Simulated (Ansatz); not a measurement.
# HfO2 (model cell, started as fluorite): phonons and vibrational spectra, part 2 of 2

Wanted: vibrations and spectra of HfO2 (model cell, started as fluorite); the cell is already relaxed. After the zone centre comes a 4×4×4 q mesh on a 8×8×8 k mesh.

Ansatz 0.2.0; DFT PBE, scalar-relativistic, plane waves, PAW; PAW set soft_1.

So far. Step 2 (Linear response at the zone centre): Before it was imposed, the acoustic sum rule was missed by 1.1e-4 eV/Å² and the charge sum rule by 3.8e-5 e. Small misses are needed for a sound result but don't prove that mesh and cutoff are converged. The lowest optical mode is real, 216 cm⁻¹.

### 3. Phonons on a q mesh

Stability and thermal properties need the whole zone. Linear response on a 4×4×4 q mesh gives force constants as far as a supercell of that size would, and the tensors from the zone-centre run are typed in so that the long-range dipole term is interpolated apart.

Contents of input.yaml:

```yaml
crystal:
  lattice:
    - [0.0, 2.5490453536, 2.5490453536]
    - [2.5490453536, 0.0, 2.5490453536]
    - [2.5490453536, 2.5490453536, 0.0]
  atoms:
    - { symbol: Hf, position: [0.0, 0.0, 0.0] }
    - { symbol: O, position: [0.25, 0.25, 0.25] }
    - { symbol: O, position: [0.75, 0.75, 0.75] }
kpoints:
  mp_grid: { grid: [8, 8, 8] }
hamiltonian:
  xc: pbe
  pseudopotentials: { kind: paw, azcp: { folder: soft_1 } }
scf:
  occupations: { method: fixed }
output:
  eigenvalues: true
phonons:
  method: dfpt
  qmesh: [4, 4, 4]
  temperatures: { t_max: 1000, t_step: 50 }
  qpath:
    path:
      - [[0.0, 0.0, 0.0], [0.5, 0.0, 0.5], [0.625, 0.25, 0.625]]
      - [[0.375, 0.375, 0.75], [0.0, 0.0, 0.0], [0.5, 0.5, 0.5], [0.5, 0.25, 0.75], [0.5, 0.0, 0.5]]
    npoints: 10
  non_analytic_term:
    high_frequency_dielectric_tensor: [[5.304, 0.0, 0.0], [0.0, 5.304, 0.0], [0.0, 0.0, 5.304]]
    born_effective_charges:
      - { species: Hf, tensor: [[5.5447, 0.0, 0.0], [0.0, 5.5447, 0.0], [0.0, 0.0, 5.5447]] }
      - { species: O, tensor: [[-2.7723, 0.0, 0.0], [0.0, -2.7723, 0.0], [0.0, 0.0, -2.7723]] }
      - { species: O, tensor: [[-2.7723, 0.0, 0.0], [0.0, -2.7723, 0.0], [0.0, 0.0, -2.7723]] }
    source: "zone-centre run at this cell"
```

Command:

```bash
$ ansatz run input.yaml --threads 4 --pin off --max-ram 16384MiB --backend cpu --events-out ev --progress --plain --runs-dir out
```

Numbers of over 12 decimals in the logs are rounded to 6 here.

What it wrote:

```text
Warning: phonons: the dynamical matrix that this run interpolates holds no multipole term above the dipole-dipole one, and a site of this crystal is no centre of inversion, so its interpolated transverse optical and acoustic branches and sound speeds can stay off near Gamma, and the density of states and the thermodynamics with them. What a run solves at a wave vector of phonons.qpoints, Gamma apart, where the deck admits one, is free of this, and under fd what a larger phonons.supercell samples
[...]
Crystal: 3 atoms, lattice volume = 33.126 Å³
Basis set: ecut = 420 eV, 645 PW (Γ), exchange–correlation on 50×50×50 points (8 copies of the dense FFT grid, shifted against one another)
Bands: 23, of which v1, the nominal top of the filled ones, is band 19 counted from 1 (18 counted from 0)
Symmetry: 48 space group operations
k-points: 29 of 512
[...]
SCF iter   1: F=—  HF=-16862.742437 eV  |F-HF|=—  |Δ(HF+E_count)|=         —  Δρ=8.52e-2  dr2=1.75e0  ethr=3.10e-3  ⟨swp⟩=4.0  Hψ=2193  notcnv=0  defer=57
[...]
SCF iter  10: F=-16862.256693 eV  HF=-16862.256693 eV  |F-HF|=7.28e-12  |Δ(HF+E_count)|=  2.18e-11  Δρ=2.10e-8  dr2=8.07e-14  ethr=1.00e-12  ⟨swp⟩=7.6  Hψ=3946  notcnv=0
SCF 1 converged in 10 iterations: F = -16862.256693 eV  dr2 = 8.07e-14
[...]
NSCF: frozen V_eff on 29 k-points
[...]
DFPT response loops at q = (0, 0, 0) (fractional): preconditioner auto → none (the input reference at scf.mixing.eps_inf says where Resta's filter doesn't serve); β = 0.50; Broyden in place of MSR1
[...]
SCF converged after 10 iterations
Free energy (F): -16862.256693 eV
[...]
Internal energy: -16862.256693 eV  (E = F + TS)
E sigma→0 (E₀):  -16862.256693 eV
Fermi energy:    14.511796 eV
[...]
--- Band table (eV; the first three rows and the last of 29) ---
  k-point 0: bands = [... 15 lower, 9.2199, 13.9012, 13.9012, 13.9012, 18.3602, 18.3602, 20.1645, 24.7399]
  k-point 1: bands = [... 15 lower, 9.6373, 13.4415, 13.6224, 13.6224, 18.6372, 18.6372, 20.7761, 24.0668]
  k-point 2: bands = [... 15 lower, 10.6007, 12.5306, 13.1089, 13.1089, 19.0529, 19.0529, 21.4342, 23.5557]
  k-point 28: bands = [... 15 lower, 11.9564, 11.9564, 13.0966, 14.3078, 19.2658, 19.5959, 21.4549, 21.4549]
--- Phonons (Γ-DFPT): 2 representative perturbations + reference (Σ response iterations 7) ---
  ASR residual: 1.717e-5 → 0.000e0 eV/Å²; symmetrization residual: 1.100e-7 eV/Å²
  ASR residual per site (eV/Å²): 1.72e-5 1.59e-5 1.59e-5
  Γ frequencies (cm⁻¹): 0.00 0.00 0.00 216.31 216.31 216.31 563.55 563.55 563.55
--- Phonons (arbitrary-q DFPT): 8 irreducible q on the 4×4×4 mesh ---
  q = [0.0000, 0.0000, 0.0000] (star 1, of the zone-centre solve; hermiticity 2.09e-8, symmetrization 1.74e-12): -0.00 -0.00 0.00 216.31 216.31 216.31 563.55 563.55 563.55
  q = [0.0000, 0.0000, 0.2500] (star 8, 2 solved perturbations on 288 of 512 k-point pairs; hermiticity 8.87e-8, symmetrization 3.76e-12): 73.06 73.06 141.23 303.00 303.00 523.09 538.70 538.70 591.26
[...]
q = [0.0000, 0.2500, 0.2500] (star 6, 4 solved perturbations in 528 linear systems a pass and spin channel, the states on 164 of 512 k-point pairs; hermiticity 6.56e-8, symmetrization 3.60e-13): 71.51 71.51 193.07 230.71 230.71 416.31 559.18 559.18 639.30
[...]
sum rule: each row above includes the acoustic sum rule's correction from the zone centre's row sums; it moved no ω² by more than (0.52 cm⁻¹)²
  mesh force constants: q→R imaginary residual 6.10e-18; ASR residual 1.717e-5 → 0.000e0 eV/Å²; symmetrization residual 5.329e-15 eV/Å²
  interpolated dispersion: 63 rows × 9 modes
  density of states and harmonic sums: on the 24×24×24 q-mesh, interpolated from the force constants of a 4×4×4 supercell (with the dipole–dipole term of supplied tensors)
  largest difference from the sums on the solved wave vectors: F 1.41e-2 eV, S 1.77e-5 and C_V 5.94e-6 eV/K
  zero-point energy: 0.185930 eV/cell   skipped modes (ω ≤ 0): 69, of them read as no rigid motion or as one in doubt: 66 (1.456e-1 modes/cell left out, lowest -230.14 cm⁻¹)   left out of the sums: 1.62e-2 of the cell's modes: C_V's classical limit lies that fraction below 3 k_B per atom; for a crystal, a wire or a layer, F and S can be off by more, and a phonons.interpolated_qmesh denser along its periods is the remedy for the sampling
```

The job ended after 2.3 min (4 threads of Arm Neoverse V1, shared host; peak memory 1.3 GiB).

Numbers from this step:

```
sum-rule residual before enforcement                    : 1.72e-5 eV/Å²
lowest frequency on the path                            : -230.1 cm⁻¹
highest frequency on the path or at a solved wavevector : 676.1 cm⁻¹
lowest mode on the q mesh (acoustic modes at Γ apart)   : -230.1 cm⁻¹
```

Frequencies (cm⁻¹) solved at each irreducible wavevector; negative means imaginary. Frequencies by wavevector, by row:

```
q in reciprocal lattice units  star  mode 1  mode 2  mode 3  mode 4  mode 5  mode 6  mode 7  mode 8  mode 9
                        0 0 0     1       0       0       0   216.3   216.3   216.3   563.5   563.5   563.5
                     0 0 0.25     8    73.1    73.1   141.2     303     303   523.1   538.7   538.7   591.3
                     0 0 -0.5     4      82      82   183.4   388.2   388.2   488.4   498.1   498.1   573.8
                  0 0.25 0.25     6    71.5    71.5   193.1   230.7   230.7   416.3   559.2   559.2   639.3
                  0 0.25 -0.5    24    85.2   114.9   180.4   247.8   328.9   331.8     528   553.7   640.1
                 0 0.25 -0.25    12    82.7   111.3   184.2   197.1   411.4   440.5   459.8     569   614.8
                  0 -0.5 -0.5     3  -230.1    89.3    89.3     249   285.5   285.5   546.6   546.6   676.1
              0.25 -0.5 -0.25     6   -89.3    92.6   179.4   179.4   213.3   448.6   448.6   588.6   648.7
```

Interpolated from a 4×4×4 q mesh, with the LO-TO term (at Γ the limit along the path; where Γ stands inside the path, tables give the limit on arrival). The phonon branches at the labelled points (cm⁻¹):

```csv
point,branch 1,branch 2,branch 3,branch 4,branch 5,branch 6,branch 7,branch 8,branch 9
Γ,0,0,0,216,216,564,564,564,603
halfway,72,72,193,231,231,416,559,559,639
X,-230,89,89,249,286,286,547,547,676
halfway,-205,88,108,233,296,304,540,550,671
U,-120,85,144,203,314,350,521,558,656
jump to K,-120,85,144,203,314,350,521,558,656
halfway,82,83,169,220,377,474,504,570,600
Γ,0,0,0,216,216,564,564,564,603
halfway,73,73,141,303,303,523,539,539,591
L,82,82,183,388,388,488,498,498,574
halfway,84,137,161,280,306,431,478,567,623
W,-89,93,179,179,213,449,449,589,649
halfway,-183,91,122,226,259,350,520,565,665
X,-230,89,89,249,286,286,547,547,676
```

The phonon branches as a text plot (rows in cm⁻¹):

```
    657 |      *************                            *********
    619 |******             ****  ********           ***
    582 |**                 ******    **  *********** ********
    544 | ******************      ****  ******     ***        ***
    506 |   *             **    **          *********       **
    468 |    **             *****                 *  ***** *
    431 |      *            *  *                   *********
    393 |                  * ** *               *****       *
    355 |       *        ** *                 **   * *       *
    317 |              *****     *          **      ***       **
    280 |         ******          **       *          **      ***
    242 |   ************         *****   **            **   *****
    204 |***   **       **** ****    ****               ******
    166 |    **            *******           ***************
    129 |   *           *** ***   **       **        ****   ***
     91 |  *    ******************  *     * *********************
     53 | * ****           *     *****   ***
     15 |***                        *****
    -22 |         **
    -60 |                                                *
    -98 |                                                 **
   -136 |                **                                 *
   -173 |               *                                    *
   -211 |           ****                                      ***
         Γ           X  U|K            Γ         L        W     X
```

Tetrahedra on a 24×24×24 mesh, mean over bins of 10 cm-1. Interpolated from a 4×4×4 q mesh. Phonon density of states against wavenumber; read off at these points:

wavenumber (cm⁻¹), phonon density of states (1/cm⁻¹/cell) and a bar:
```
     -235     0.0000 
     -205     0.0005 
     -175     0.0007 
     -145     0.0008 
     -105     0.0008 
      -75     0.0007 
      -45     0.0005 
      -15     0.0006 
       15     0.0008 
       45     0.0033 #
       75     0.0194 #######
       85     0.0852 ##############################
      115     0.0149 #####
      145     0.0054 ##
      175     0.0288 ##########
      205     0.0111 ####
      235     0.0182 ######
      265     0.0123 ####
      295     0.0111 ####
      325     0.0098 ###
      365     0.0099 ###
      395     0.0092 ###
      425     0.0113 ####
      455     0.0040 #
      485     0.0121 ####
      515     0.0134 #####
      545     0.0199 #######
      555     0.0391 ##############
      585     0.0072 ###
      605     0.0152 #####
      615     0.0127 ####
      645     0.0147 #####
      675     0.0017 #
```

The partial phonon density of states has structure finer than the step of the table below, so its rows give means over 25 cm⁻¹, whole bins alone (the curve runs from -236 to 706 cm⁻¹). Peaks (cm⁻¹: height): Hf 84.0: 0.0585, 172.9: 0.0199; O 232.1: 0.0127, 557.8: 0.0372, 640.7: 0.0137.

Phonopy on the run's constants, 19x19x19 mesh, Gaussian sigma 6.7 cm-1. Interpolated from a 4×4×4 q mesh. Partial phonon density of states against wavenumber; means over each step; values in 1/cm⁻¹/cell:

| wavenumber (cm⁻¹) | Hf | O |
| --- | --- | --- |
| -200 | 0 | 5.1e-4 |
| -175 | 5.2e-6 | 7.9e-4 |
| -150 | 1.5e-5 | 7.3e-4 |
| -125 | 2.5e-5 | 8.7e-4 |
| -100 | 5.0e-5 | 8.5e-4 |
| -75 | 7.3e-5 | 9.3e-4 |
| -50 | 5.8e-6 | 1.1e-4 |
| -25 | 4.4e-5 | 2.0e-4 |
| 0 | 5.2e-5 | 3.1e-5 |
| 25 | 8.3e-4 | 6.1e-4 |
| 50 | 0.00391 | 0.00101 |
| 75 | 0.0321 | 0.00117 |
| 100 | 0.0266 | 0.00175 |
| 125 | 0.00994 | 0.00147 |
| 150 | 0.00874 | 0.00119 |
| 175 | 0.0171 | 0.00283 |
| 200 | 0.00932 | 0.00358 |
| 225 | 0.00561 | 0.00980 |
| 250 | 0.00181 | 0.0118 |
| 275 | 7.2e-4 | 0.0113 |
| 300 | 6.1e-4 | 0.0103 |
| 325 | 3.8e-4 | 0.00938 |
| 350 | 2.8e-4 | 0.00934 |
| 375 | 1.9e-4 | 0.0101 |
| 400 | 1.4e-4 | 0.00914 |
| 425 | 1.5e-4 | 0.00927 |
| 450 | 8.2e-5 | 0.00628 |
| 475 | 4.8e-5 | 0.00974 |
| 500 | 1.9e-5 | 0.0134 |
| 525 | 2.2e-5 | 0.0148 |
| 550 | 4.7e-5 | 0.0283 |
| 575 | 8.3e-5 | 0.0201 |
| 600 | 5.7e-4 | 0.0111 |
| 625 | 3.5e-4 | 0.0128 |
| 650 | 1.0e-4 | 0.0114 |
| 675 | 8.9e-6 | 0.00291 |

Symmetry leaves 8 wavevectors to solve. The lowest mode among them, the acoustic zeros apart, lies at q = (0, -0.5, -0.5) and is imaginary, 230.1i cm⁻¹, so the energy falls along it.

### 4. Results

```json
{
 "space group (within 0.01 Å)": "Fm-3m",
 "volume per atom": "11.0 Å³",
 "gap on the k-mesh": "3.75 eV",
 "highest optical mode at the zone centre (no LO-TO term)": "564 cm⁻¹",
 "top of the zone-centre spectrum with the field": "603 cm⁻¹",
 "lowest optical zone-centre mode": "216 cm⁻¹",
 "mean high-frequency dielectric constant": "5.30",
 "mean static dielectric constant": "41.3",
 "largest Born charge (third of the trace)": "5.54 e",
 "lowest mode on the q mesh (acoustic modes at Γ apart)": "-230 cm⁻¹",
 "highest frequency on the path or at a solved wavevector": "676 cm⁻¹",
 "imaginary modes on the 4×4×4 q mesh": "yes"
}
```

**Reading.** Modes are clearly imaginary (beyond 10i cm⁻¹) at 2 of the 8 irreducible wavevectors, most at q = (0, -0.5, -0.5) (230.1i cm⁻¹), so this structure is not a minimum of the energy. Without the field, the optical modes at Γ span 216 to 564 cm⁻¹. The highest mode in this list at Γ, 563.5 cm⁻¹, is mostly motion of O (100 % of the kinetic energy). With the macroscopic field of the longitudinal modes the top of the zone-centre spectrum lies at 603 cm⁻¹, against 564 cm⁻¹ without it. Lattice motion raises the mean dielectric constant from 5.304 to 41.27. The strongest infrared line is at 216 cm⁻¹. The program warns that the interpolation holds no quadrupole term, so branches close to Γ can be off in this crystal. Spin-orbit coupling is left out, which can matter for the heavy elements here. The starting cell was built on a prototype and not taken from a measurement, so the phase need not exist. These are harmonic frequencies at zero temperature: anharmonic shifts, linewidths and thermal expansion are left out.

[Logs are printed without paths, hosts, clocks, repeated set-up lines and the standing remarks that a program may print on its own settings, such as how far it seeks lower states.]

[Hosts, paths, dates, database ids (printed as entryN), source tags and the programs' standing remarks are cut or masked in the printed files.]
